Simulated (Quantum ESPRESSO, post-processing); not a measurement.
# Thickness dependence of 1T-PtS2, part 2 of 2

Wanted: polarisability and band edges of 1T-PtS2, layer by layer.

Quantum ESPRESSO 7.5; plane-wave DFT, PBE, GBRV ultrasoft pseudopotentials.

So far. Step 10 (Relaxing cell and ions, 2 layers):  The last row is no step: it is a fresh SCF in the final cell with a new plane-wave basis, +0 meV from the row before. Step 14 (Potential by pp.x, 2 layers): The slope in the vacuum is 0.100 eV/Å for an applied 0.10 V/Å, as it should be.

## 15. Band structure, 2 layers: no field

Contents of n2.f0.bands.in:

```
&control
  prefix = 'n2.f0.bands'
  outdir = './out'
  pseudo_dir = './pseudo'
  calculation = 'bands'
  tefield = .true.
  dipfield = .true.
/
&system
  ibrav = 0
  nat = 6
  ntyp = 2
  ecutwfc = 40
  ecutrho = 200
  occupations = 'smearing'
  smearing = 'fd'
  degauss = 0.004
  edir = 3
  emaxpos = 0.97
  eopreg = 0.04
  eamp = 0.0
  nbnd = 32
/
&electrons
  conv_thr = 1e-07
  mixing_beta = 0.4
  electron_maxstep = 120
  mixing_mode = 'local-TF'
/
ATOMIC_SPECIES
  S   32.0600  s_pbe_v1.4.uspp.F.UPF
  Pt  195.0840  pt_pbe_v1.4.uspp.F.UPF
CELL_PARAMETERS angstrom
  3.56014730000000 0.00000000000000 0.00000000000000
  -1.78007365000000 3.08317800300000 0.00000000000000
  0.00000000000000 0.00000000000000 24.32817278700000
ATOMIC_POSITIONS crystal
  S   0.666666666700 0.333333333300 0.350596841000
  Pt  0.000000000000 0.000000000000 0.401577470500
  S   0.333333333300 0.666666666700 0.451322005300
  S   0.666666666700 0.333333333300 0.548677994700
  Pt  0.000000000000 0.000000000000 0.598422529500
  S   0.333333333300 0.666666666700 0.649403159000
K_POINTS crystal_b
4
  0.0000000000 0.0000000000 0.0000000000 12
  0.5000000000 0.0000000000 0.0000000000 12
  0.3333333333 0.3333333333 0.0000000000 12
  0.0000000000 0.0000000000 0.0000000000 1
```

Started as:

```sh
$ cp -r out/n2.f0.save out/n2.f0.bands.save
$ cp out/n2.f0.xml out/n2.f0.bands.xml
$ OMP_NUM_THREADS=1 mpirun -n 4 pw.x -nk 4 -in n2.f0.bands.in > n2.f0.bands.out
```

It took 91 s on 4 MPI ranks of Intel Xeon at 2.50GHz (Skylake/Cascade Lake), shared host; peak memory 0.49 GiB.

Numbers from this step:

```
dipole along the normal              : -2.08e-5 e·Å
valence top, on the run's zero       : 1.140 eV
conduction bottom, on the run's zero : 1.945 eV
gap by band count                    : 0.8052 eV
```

Band numbers count within the set of bands kept for display. The electronic bands at the labelled points (eV, zero at the highest filled level of the SCF mesh; v1 is the highest filled band, c1 the lowest empty one):

```csv
point,v4,v3,v2,v1,c1,c2,c3,c4
Γ,-1.28,-1.07,-1.07,-0.26,2.12,2.12,2.57,2.57
halfway,-1.42,-1.16,-1.10,-0.56,0.82,1.60,1.64,2.20
M,-2.73,-2.53,-2.45,-1.60,1.72,1.81,2.18,2.45
halfway,-2.27,-1.94,-1.67,-1.29,1.35,1.45,1.67,2.25
K,-1.79,-1.79,-1.44,-1.44,1.01,1.01,1.89,1.89
halfway,-1.48,-1.20,-1.12,-0.54,1.06,1.30,1.38,1.98
Γ,-1.28,-1.07,-1.07,-0.26,2.12,2.12,2.57,2.57
```

Along this path the valence top lies between Γ and M and the conduction bottom between Γ and M.

## 16. Polarisability from the dipole between 0 and 0.1 V/A, 2 layers

Numbers from this step:

```
change of slope in the vacuum : 0.10000 eV/Å
polarisability a cell         : 7.804 Å³
sheet polarisability 4πα/A    : 8.934 Å
```

The change of the potential energy, second field less first by z:

z (Å), change of the potential energy, second field less first (eV) and a bar from the least value:
```
      0.0     -0.384 #######
      0.5     -0.719 
      1.0     -0.669 #
      1.5     -0.619 ##
      2.0     -0.569 ###
      2.5     -0.519 ####
      3.0     -0.469 #####
      3.5     -0.419 ######
      4.0     -0.369 #######
      4.5     -0.319 #########
      5.0     -0.269 ##########
      5.5     -0.219 ###########
      6.0     -0.170 ############
      6.5     -0.123 #############
      7.0     -0.080 ##############
      7.5     -0.047 ##############
      8.0     -0.028 ###############
      8.5     -0.019 ###############
      9.0     -0.017 ###############
      9.5     -0.016 ###############
     10.0     -0.016 ###############
     10.5     -0.015 ###############
     11.0     -0.014 ###############
     11.5     -0.009 ###############
     12.0     -0.003 ###############
     12.5      0.005 ###############
     13.0      0.011 ################
     13.5      0.015 ################
     14.0      0.015 ################
     14.5      0.016 ################
     15.0      0.017 ################
     15.5      0.018 ################
     16.0      0.022 ################
     16.5      0.034 ################
     17.0      0.058 #################
     17.5      0.096 #################
     18.0      0.141 ##################
     18.5      0.189 ###################
     19.0      0.238 ####################
     19.5      0.288 #####################
     20.0      0.338 #######################
     20.5      0.388 ########################
     21.0      0.438 #########################
     21.5      0.488 ##########################
     22.0      0.538 ###########################
     22.5      0.588 ############################
     23.0      0.638 #############################
     23.5      0.688 ##############################
     24.0      0.103 ##################
```

## 17. The series side by side

All levels:

```csv
level,sheet polarisability (Å),gap without a field (eV),vacuum over the valence top of the mesh (eV),CPU time (s)
1 layer,4.457,1.821,6.357,995.9
2 layers,8.934,0.8052,5.554,2821
```

## 18. The arithmetic

From 1 to 2 layers, over the growth of the distance between the outermost mean planes: (8.934 − 4.457) Å / 4.809 Å = 0.931 = 1 − 1/ε, so ε = 14.5.

## 19. What came out

- 4πα/A of 1 layer: 4.46 Å
- gap along the path, 1 layer: 1.82 eV
- Kohn-Sham ionisation potential, 1 layer: 6.36 eV
- 4πα/A of 2 layers: 8.93 Å
- gap along the path, 2 layers: 0.81 eV
- Kohn-Sham ionisation potential, 2 layers: 5.54 eV

What this shows: The sheet polarisability 4πα/A grows as 4.46 and 8.93 Å for 1 and 2 layers (PBE, GBRV ultrasoft). The last layer adds 4.81 Å between the outermost mean planes and 4.48 Å of 4πα/A; 1 − 1/ε = 0.931 gives ε = 14.5 along the normal for the stacked crystal at this spacing. The gap runs 1.82 and 0.81 eV. Relaxed under PBE-D3(BJ), the lattice constant goes from 3.540 to 3.560 Å. For one layer the induced dipoles at +0.1 and −0.1 V/Å differ in size by 0.0 %, which is SCF noise. The nearest atoms of neighbouring layers lie 3.14 Å apart. With 1 − 1/ε so near one, ε is touchy: 0.1 Å more spacing would give ε = 11.4. On the path the edges lie as follows: between K and Γ to between Γ and M for 1 and between Γ and M to between Γ and M for 2 (valence top to conduction bottom, by number of layers). One stacking was chosen. The ions are clamped in the field. Semilocal gaps are too small and shrink less with thickness than quasiparticle gaps, which also feel the screening by neighbours. Spin-orbit coupling is left out; depending on the atoms that carry the levels of interest, it can split and shift them by tenths of an eV to an eV or more.

[Logs are printed without paths, hosts, clocks, repeated set-up lines and the standing remarks that a program may print on its own settings, such as how far it seeks lower states.]

[Hosts, paths, dates, database ids (printed as entryN), source tags and the programs' standing remarks are cut or masked in the printed files.]

[Maps of the electrostatic potential energy from Ansatz leave out the sawtooth potential of an applied field or a dipole correction, so their vacuum need not be flat; planar profiles and work functions include it.]
